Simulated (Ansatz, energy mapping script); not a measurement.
# Spin model of VOF2 monolayer from collinear orders

Wanted: the magnetic order of VOF2 monolayer, its couplings and an estimate of its ordering temperature, by LDA+U (1.92 eV).

Program: Ansatz 0.2.0. Level of theory: LDA with U = 1.92 eV on V d, ortho-atomic projectors; plane waves, U on orthogonalised atomic orbitals unless named otherwise, collinear spin, no spin–orbit coupling. Results are calculated unless marked as measured.

### Step 1. Starting point

The cell holds 4 atoms: 1 V, 1 O and 2 F. Its edges and angles: a = 3.085 Å, b = 3.732 Å, c = 17.495 Å, α = 90.0°, β = 90.0°, γ = 90.0°. It derives from VOF2. one layer cut from the bulk crystal, unrelaxed, 15 A of vacuum. Vacuum lies along c.

The cell comes from a database of computed structures, and need not be the one that the compound takes in experiment.

The U corrects the self-interaction that lets semilocal functionals spread d and f electrons too far. Its value here is typed, not computed.

### Step 2. Probe run

One run in the crystal's own cell, under LDA with U = 3.36 eV on V d, ortho-atomic projectors, shows which elements keep a moment. Transition or f elements with 0.3 μB or more enter the spin model; moments induced on other atoms do not.

Contents of input.yaml:

```yaml
crystal:
  lattice:
    - [3.085137, 0.0, 0.0]
    - [0.0, 3.731866, 0.0]
    - [0.0, 0.0, 17.495121]
  atoms:
    - { symbol: V, position: [0.480221, 0.468864, 0.5], spin: 2.0 }
    - { symbol: O, position: [0.480221, 0.018247, 0.5] }
    - { symbol: F, position: [0.980221, 0.522729, 0.428691] }
    - { symbol: F, position: [0.980221, 0.522729, 0.571309] }
magnetization:
  spin_polarized: true
kpoints:
  mp_grid: { grid: [8, 7, 1] }
hamiltonian:
  xc: lda
  hubbard:
    sites: [{ species: V, l: d, u_eff: 3.36 }]
    projectors: ortho-atomic
scf:
  occupations: { method: fermi_dirac, width: 0.05 }
output:
  eigenvalues: true
```

On the command line:

```bash
> ansatz run input.yaml --threads 4 --pin off --max-ram 8192MiB --backend cpu --events-out ev --progress --plain --runs-dir out
```

Numbers of over 12 decimals in the logs are rounded to 6 here.

The program printed:

```text
Engine: ansatz 0.2.0, aarch64-unknown-linux-gnu
Pseudopotentials: kind: paw
Pseudopotential: V, paw, valence charge 13, recommended cutoff 420 eV (normal), V.paw.azcp
Pseudopotential: O, paw, valence charge 6, recommended cutoff 420 eV (normal), O.paw.azcp
Pseudopotential: F, paw, valence charge 7, recommended cutoff 420 eV (normal), F.paw.azcp
Functional definition: SPW92
  exchange = slater_x
  correlation = pw_c
Crystal: 4 atoms, lattice volume = 201.427 Å³
Basis set: ecut = 420 eV, 3905 PW (Γ)
Bands: 22, of which v1, the nominal top of the filled ones, is band 17 counted from 1 (16 counted from 0)
Symmetry: 4 space group operations
Space group: Pmm2 (ITA 25), of the structure as read, at distance tolerance 5.9e-5 Å
Magnetic group: BNS 25.57 (UNI 155), of the structure as read, at distance tolerance 5.9e-5 Å
k-points: 20 of 56 (time reversal used)
Non-local potential: V, projectors of the file, l = 0: 3, l = 1: 2, l = 2: 3, l = 3: 1
Non-local potential: O, projectors of the file, l = 0: 2, l = 1: 2, l = 2: 1
Non-local potential: F, projectors of the file, l = 0: 2, l = 1: 2, l = 2: 1
PAW form: soft (Blöchl's): semilocal exchange-correlation on the pseudo side does not see the compensation charge
PAW frozen core: V, regenerated for the run's functional, and the local potential with it (the file was generated under x = pbe(κ = 0.804, μ = 0.219515), c = pbe(β = 0.066725))
PAW frozen core: O, regenerated for the run's functional, and the local potential with it (the file was generated under x = pbe(κ = 0.804, μ = 0.219515), c = pbe(β = 0.066725))
PAW frozen core: F, regenerated for the run's functional, and the local potential with it (the file was generated under x = pbe(κ = 0.804, μ = 0.219515), c = pbe(β = 0.066725))
PAW one-centre angular grid: V, 590 points (default); XC on 64 Gauss nodes
PAW one-centre angular grid: O, 110 points (default); XC on 64 Gauss nodes
PAW one-centre angular grid: F, 110 points (default); XC on 64 Gauss nodes
Initial density: superposition of atomic densities (neutral atoms: chi_scale 0, normalization atom)
Starting moments: Σ|m| = 2 μB on 1 of 4 sites
Initial wavefunctions: pseudopotential atomic-orbital guess
Functional: x = slater, c = lda
SCF iter   1: F=—  HF=-5005.227274 eV  |F-HF|=—  |Δ(HF+E_count)|=         —  Δρ=5.88e-2 (↑5.88e-2 ↓4.08e-2)  dr2=1.78e1  dr2_m=8.86e-1  M=1.000 μB ∫|m|=1.273 μB  β_m=0.30  ethr=3.10e-3  ⟨swp⟩=6.4  Hψ=4261  notcnv=0
preconditioner: auto → none  [metal: Δε(μ)=0.020 eV  Ē_g=11.651 eV  σ=0.050 eV  W_gap=0.10  n_scr=24 (ndim 8)  ℏωp=12.0 eV  f_vac=0.716  D(μ)=3.17/eV (n_scr^D=10)  sad-step TF]
[...]
iter 16 did not close the SCF: its close was put off for the exchange–correlation potential of the local minority spin (scf_convergence_deferred on its scf_iter line)
SCF iter  16: F=-5002.369157 eV  HF=-5002.369157 eV  |F-HF|=1.73e-9  |Δ(HF+E_count)|=   6.90e-9  Δρ=7.77e-7 (↑4.00e-7 ↓7.77e-7)  dr2=2.17e-9  dr2_m=2.34e-10  M=1.000 μB ∫|m|=1.382 μB  β_m=0.93  ethr=3.03e-10  ⟨swp⟩=8.1  Hψ=2709  notcnv=0
iter 17 met the thresholds in force, and the SCF goes on: an eigenvalue changes by 2.33 meV, over its tolerance of 1.00 meV (output.eigenvalues, Limitations)
SCF iter  17: F=-5002.369157 eV  HF=-5002.369157 eV  |F-HF|=1.10e-9  |Δ(HF+E_count)|=  1.07e-10  Δρ=5.06e-7 (↑5.06e-7 ↓3.25e-7)  dr2=1.23e-9  dr2_m=6.99e-11  M=1.000 μB ∫|m|=1.382 μB  β_m=0.85  ethr=6.59e-12  ⟨swp⟩=1.1  Hψ=2538  notcnv=0
SCF iter  18: F=-5002.369157 eV  HF=-5002.369157 eV  |F-HF|=8.46e-11  |Δ(HF+E_count)|=  1.13e-10  Δρ=1.56e-7 (↑1.56e-7 ↓8.15e-8)  dr2=8.26e-11  dr2_m=1.12e-11  M=1.000 μB ∫|m|=1.382 μB  ethr=3.73e-12  ⟨swp⟩=1.0  Hψ=1889  notcnv=0
SCF 1 converged in 18 iterations: F = -5002.369157 eV  dr2 = 8.26e-11
[...]
SCF converged after 18 iterations
an eigenvalue changed by more than its tolerance at an iteration that met the thresholds in force, so the SCF went on 1 time: the last check found none over its tolerance
Magnetization: 1.0000 μB (17.0000 up, 16.0000 down)
Absolute magnetization: 1.3830 μB (∫|ρ↑−ρ↓|, with the PAW one-centre terms)
Spin contamination: 0.0258 ħ² per cell (⟨S²⟩ above its minimum at these occupations)
Per-site moments (μB) at R_I (Å): [(0.793878, 0.693677), (-0.134962, 0.693677), (-0.00288427, 0.822555), (-0.00288427, 0.822555)]
Free energy (F): -5002.369157 eV
Harris-Foulkes:  -5002.369157 eV  (|F-HF|=8.46e-11)
Internal energy: -5002.369157 eV  (E = F + TS)
E sigma→0 (E₀):  -5002.369157 eV
Fermi energy:    -4.630490 eV
--- Per-component energies (eV) ---
  E_band       = -711.311021
  E_kinetic    = 911.532714
  E_local      = -19738.244345  (includes V_loc(G=0)·N_el)
  E_nonlocal   = 155.523379
  E_hartree    = 9388.555977
  E_xc         = -354.035856
  E_vxc        = -455.084392  (∫ρ·V_xc dr)
  E_hubbard    = 2.646598  (on-site DFT+U / exact-exchange correction)
  E_vhub       = 0.056049  (the Hubbard potential's part of the band-sum identity)
  E_paw        = -1579.297713  (= ΣΔE_a)
  E_vpaw       = -362.213459  (= ΣTr[D̂ρ^β])
  E_aug_tail   = 0.006789  (compensation charges beyond the density's cutoff)
  E_ewald      = 6210.273726
  E_core_change = 0.669575  (= ΣΔE_core)
  E_smearing   = -0.000000  (= −TS)
  E_closure    = -0.000000  (closes the sum)
  Σ components = -5002.369157   (vs F -5002.369157, Δ=0.00e0)
--- Band table (eV; the first three rows and the last of 40) ---
  k-point 0 ↑: bands = [... 13 lower, -6.9626, -6.9493, -6.2737, -5.6725, -3.5671, -3.3918, -2.1511, -1.1085, ... 1 higher]
  k-point 1 ↑: bands = [... 13 lower, -7.4569, -6.7483, -6.5277, -5.7194, -3.2110, -3.1726, -1.6141, -1.1087, ... 1 higher]
  k-point 2 ↑: bands = [... 13 lower, -7.9370, -6.9631, -6.5244, -5.7476, -2.6269, -2.5363, -1.1087, -0.7677, ... 1 higher]
  k-point 19 ↓: bands = [... 13 lower, -7.9978, -7.6651, -6.5802, -1.5063, -1.3555, -1.2892, -0.9698, 1.1869, ... 1 higher]
Occupation matrices written to <dir>
```

Wall time 8.1 s (4 threads of Arm Neoverse V1, shared host); peak memory 0.53 GiB.

Spin moment in the sphere by atom:

```
atom  spin moment in the sphere (μB)
  V1                           0.794
  O2                          -0.135
  F3                          -0.003
  F4                          -0.003
```

The run ends ferromagnetic; V carries the moments.

### Step 3. One set of occupation matrices for all orders

A corrected shell can settle in several orbital fillings. One parallel run, with an occupation width a fifth wider than the orders use, therefore is to supply the occupation matrices. All orders start from them.

input.yaml, the sections that differ from step 2:

```yaml
kpoints:
  mp_grid: { grid: [11, 9, 1] }
hamiltonian:
  xc: lda
  hubbard:
    sites: [{ species: V, l: d, u_eff: 1.92 }]
    projectors: ortho-atomic
scf:
  occupations: { method: fermi_dirac, width: 0.084 }
# crystal, magnetization, output: as in step 2
```

The program printed:

```text
[...]
Crystal: 4 atoms, lattice volume = 201.427 Å³
Basis set: ecut = 420 eV, 3905 PW (Γ)
Bands: 22, of which v1, the nominal top of the filled ones, is band 17 counted from 1 (16 counted from 0)
Symmetry: 4 space group operations
[...]
k-points: 30 of 99 (time reversal used)
[...]
Starting moments: Σ|m| = 2 μB on 1 of 4 sites
[...]
SCF iter   1: F=—  HF=-5006.486665 eV  |F-HF|=—  |Δ(HF+E_count)|=         —  Δρ=5.87e-2 (↑5.87e-2 ↓3.93e-2)  dr2=1.70e1  dr2_m=9.17e-1  M=1.000 μB ∫|m|=1.209 μB  β_m=0.30  ethr=3.10e-3  ⟨swp⟩=6.1  Hψ=6234  notcnv=0
[...]
SCF iter  18: F=-5003.515311 eV  HF=-5003.515311 eV  |F-HF|=1.31e-10  |Δ(HF+E_count)|=   6.52e-8  Δρ=1.83e-7 (↑1.83e-7 ↓1.09e-7)  dr2=1.25e-10  dr2_m=7.19e-12  M=1.000 μB ∫|m|=1.319 μB  ethr=2.31e-12  ⟨swp⟩=1.0  Hψ=4505  notcnv=0
SCF 1 converged in 18 iterations: F = -5003.515311 eV  dr2 = 1.25e-10
[...]
SCF converged after 18 iterations
[...]
Magnetization: 1.0000 μB (17.0000 up, 16.0000 down)
Absolute magnetization: 1.3203 μB (∫|ρ↑−ρ↓|, with the PAW one-centre terms)
[...]
Per-site moments (μB) at R_I (Å): [(0.769453, 0.693677), (-0.114792, 0.693677), (0.00213083, 0.822555), (0.00213083, 0.822555)]
Free energy (F): -5003.515311 eV
[...]
Internal energy: -5003.515116 eV  (E = F + TS)
E sigma→0 (E₀):  -5003.515213 eV
Entropy (-TS):   -0.000195 eV (-0.049 meV/atom)
Fermi energy:    -4.258758 eV
[...]
--- Band table (eV; the first three rows and the last of 60) ---
  k-point 0 ↑: bands = [... 13 lower, -6.9992, -6.9101, -6.3285, -5.0230, -3.5942, -3.4327, -2.0867, -1.2125, ... 1 higher]
  k-point 1 ↑: bands = [... 13 lower, -7.2619, -6.8612, -6.4935, -5.0315, -3.3649, -3.2930, -1.7394, -1.2126, ... 1 higher]
  k-point 2 ↑: bands = [... 13 lower, -7.8678, -6.8329, -6.6539, -5.0376, -2.9145, -2.8581, -1.2129, -1.0691, ... 1 higher]
  k-point 29 ↓: bands = [... 13 lower, -8.1293, -7.6592, -6.6098, -1.7113, -1.5743, -1.4757, -1.1325, 1.2055, ... 1 higher]
Occupation matrices written to <dir>
```

Elapsed: 13 s, on 4 threads; peak memory 0.59 GiB; 48 s of CPU time.

Read from the output:

```yaml
final_state: ferromagnetic
electrons_in_the_corrected_shells: 3.163 e
largest_moment: 0.769 μB
```

### Step 4. Parallel start in cell A (8 atoms)

Each cell gets its own parallel run on the same mesh, so that most of the mesh error cancels in the differences.

Contents of input.yaml:

```yaml
crystal:
  lattice:
    - [6.170274, 0.0, 0.0]
    - [0.0, 3.731866, 0.0]
    - [0.0, 0.0, 17.495121]
  atoms:
    - { symbol: V, position: [0.2401105, 0.468864, 0.5], spin: 2.0 }
    - { symbol: V, position: [0.7401105, 0.468864, 0.5], spin: 2.0 }
    - { symbol: O, position: [0.2401105, 0.018247, 0.5] }
    - { symbol: O, position: [0.7401105, 0.018247, 0.5] }
    - { symbol: F, position: [0.4901105, 0.522729, 0.428691] }
    - { symbol: F, position: [0.9901105, 0.522729, 0.428691] }
    - { symbol: F, position: [0.4901105, 0.522729, 0.571309] }
    - { symbol: F, position: [0.9901105, 0.522729, 0.571309] }
magnetization:
  spin_polarized: true
kpoints:
  mp_grid: { grid: [6, 9, 1] }
hamiltonian:
  xc: lda
  hubbard:
    sites:
      - { species: V, l: d, u_eff: 1.92 }
      - { site: 0, l: d, u_eff: 1.92, starting_ns: [{ spin: up, occupation_matrix: v1_major }, { spin: down, occupation_matrix: v1_minor }] }
      - { site: 1, l: d, u_eff: 1.92, starting_ns: [{ spin: up, occupation_matrix: v1_major }, { spin: down, occupation_matrix: v1_minor }] }
    projectors: ortho-atomic
    occupation_matrices:
      v1_major:
        matrix:
          - [0.879, 0.0, 0.0, -0.24, 0.0]
          - [0.0, 0.219, 0.0, 0.0, 0.0]
          - [0.0, 0.0, 0.285, 0.0, 0.0]
          - [-0.24, 0.0, 0.0, 0.455, 0.0]
          - [0.0, 0.0, 0.0, 0.0, 0.309]
      v1_minor:
        matrix:
          - [0.112, 0.0, 0.0, 0.088, 0.0]
          - [0.0, 0.195, 0.0, 0.0, 0.0]
          - [0.0, 0.0, 0.215, 0.0, 0.0]
          - [0.088, 0.0, 0.0, 0.265, 0.0]
          - [0.0, 0.0, 0.0, 0.0, 0.23]
scf:
  occupations: { method: fermi_dirac, width: 0.07 }
output:
  eigenvalues: true
  write_density: true
  write_potential: true
  elf: true
  volumetric_format: npy
```

The program printed:

```text
[...]
Crystal: 8 atoms, lattice volume = 402.854 Å³
Basis set: ecut = 420 eV, 7863 PW (Γ)
Bands: 43, of which v1, the nominal top of the filled ones, is band 33 counted from 1 (32 counted from 0)
Symmetry: 8 space group operations
[...]
k-points: 20 of 54 (time reversal used)
[...]
Starting moments: Σ|m| = 4 μB on 2 of 8 sites
[...]
SCF iter   1: F=—  HF=-10013.787574 eV  |F-HF|=—  |Δ(HF+E_count)|=         —  Δρ=6.19e-2 (↑6.19e-2 ↓3.86e-2)  dr2=3.34e1  dr2_m=2.23e0  M=2.000 μB ∫|m|=2.328 μB  β_m=0.30  ethr=3.10e-3  ⟨swp⟩=6.3  Hψ=6675  notcnv=0
[...]
SCF iter  16: F=-10007.030772 eV  HF=-10007.030772 eV  |F-HF|=4.62e-10  |Δ(HF+E_count)|=   2.08e-9  Δρ=3.38e-7 (↑2.54e-7 ↓3.38e-7)  dr2=5.54e-10  dr2_m=1.72e-10  M=2.000 μB ∫|m|=2.637 μB  ethr=5.98e-11  ⟨swp⟩=1.0  Hψ=3788  notcnv=0
SCF 1 converged in 16 iterations: F = -10007.030772 eV  dr2 = 5.54e-10
[...]
WARN: The output density's exchange-correlation potential varies sharply where the density is thin. Do not read a vacuum level from v_tot or v_xc, or from such a field of the output density. On a cell that repeats whose density bears no net charge and no dipole along the vacuum's axis use v_es (v_loc + v_h of the components); under efield.dipole_correction with no amplitude use v_es + v_field, which holds any externa [...]
SCF converged after 16 iterations
Magnetization: 2.0000 μB (34.0000 up, 32.0000 down)
Absolute magnetization: 2.6401 μB (∫|ρ↑−ρ↓|, with the PAW one-centre terms)
[...]
Per-site moments (μB) at R_I (Å): [(0.769439, 0.693677), (0.769439, 0.693677), (-0.114784, 0.693677), (-0.114784, 0.693677), (0.00213761, 0.822555), (0.00213761, 0.822555), (0.00213761, 0.822555), (0.00213761, 0.822555)]
Free energy (F): -10007.030772 eV
[...]
Internal energy: -10007.030696 eV  (E = F + TS)
E sigma→0 (E₀):  -10007.030734 eV
Entropy (-TS):   -0.000076 eV (-0.009 meV/atom)
Fermi energy:    -4.269334 eV
[...]
--- Specified on-site occupations, and those of the state reported ---
  electrons in the specified blocks: 6.3280 specified, 6.3267 found
  site 1 (l=d) ↓: largest change of an orbital's occupation 0.0007; electrons 1.0170 specified, 1.0168 found; spectral distance 0.0009
[...]
site 0 (l=d) ↑: largest change of an orbital's occupation 0.0004; electrons 2.1470 specified, 2.1466 found; spectral distance 0.0005
[...]
--- Band table (eV; the first three rows and the last of 40) ---
  k-point 0 ↑: bands = [... 29 lower, -6.9102, -6.7263, -6.3285, -5.1619, -5.0231, -3.7403, -3.5942, -3.4327, ... 6 higher]
  k-point 1 ↑: bands = [... 29 lower, -6.9036, -6.8613, -6.4936, -5.1617, -5.0316, -3.5003, -3.3649, -3.3097, ... 6 higher]
  k-point 2 ↑: bands = [... 29 lower, -6.8330, -6.8200, -6.6540, -5.1589, -5.0377, -2.9874, -2.9645, -2.9145, ... 6 higher]
  k-point 19 ↓: bands = [... 29 lower, -6.9163, -6.8123, -6.8123, -1.8495, -1.8495, -1.4983, -1.4983, -1.4623, ... 6 higher]
Occupation matrices written to <dir>
```

Elapsed: 34 s, on 4 threads; peak memory 1.3 GiB; 2.2 min of CPU time.

Spin moment in the sphere by atom:

```
atom  spin moment in the sphere (μB)
  V1                           0.769
  V2                           0.769
  O3                          -0.115
  O4                          -0.115
  F5                           0.002
  F6                           0.002
  F7                           0.002
  F8                           0.002
```

The run ends ferromagnetic.

Spin density in the cb plane at fractional x = 0.240, with atoms of V and O within 0.2 Å of it.

Ten even steps from '0' (-0.2 e/Å³) to '9' (1.2 e/Å³), each cell a mean:
```
11111111111111111111100111111111111111111111
11111111111111111111111111111111111111111111
11111111111111111111111111111111111111111111
11111111111111111111333321111111111111111111
11111111111111111112589731111111111111111111
11111111111111111111344321111111111111111111
11111111111111111111111111111111111111111111
11111111111111111111110111111111111111111111
11111111111111111111100011111111111111111111
```
Columns run along c (17.5 Å), rows up along b (3.7 Å). Atoms in or near the plane, at fractional coordinates: V at (0.50, 0.47), O at (0.50, 0.02).

ELF in the cb plane at fractional x = 0.240, with atoms of V and O within 0.2 Å of it. It is the smooth field of the valence electrons, not physical close to the nuclei.

Ten even steps from '0' (0.00) to '9' (0.81), each cell a mean:
```
00000000000000000015999972000000000000000000
00000000000000000001577630000000000000000000
00000000000000000000123100000000000000000000
00000000000000000001489620000000000000000000
00000000000000000002798941000000000000000000
00000000000000000001478620000000000000000000
00000000000000000001344321000000000000000000
00000000000000000015898972000000000000000000
00000000000000000016975984000000000000000000
```
Columns run along c (17.5 Å), rows up along b (3.7 Å). Atoms in or near the plane, at fractional coordinates: V at (0.50, 0.47), O at (0.50, 0.02).

(Part 1 of 3 ends here.)

[Logs and program files are shortened in this print: banners, set-up blocks, solver, clock and traceback lines can be left out without a mark of their own.]

[Logs are printed without paths, hosts, clocks, repeated set-up lines and the standing remarks that a program may print on its own settings, such as how far it seeks lower states.]

[Hosts, paths, dates, database ids (printed as entryN), source tags and the programs' standing remarks are cut or masked in the printed files.]

[Where a cell is said to come from a database of computed structures, the database is the Materials Project.]
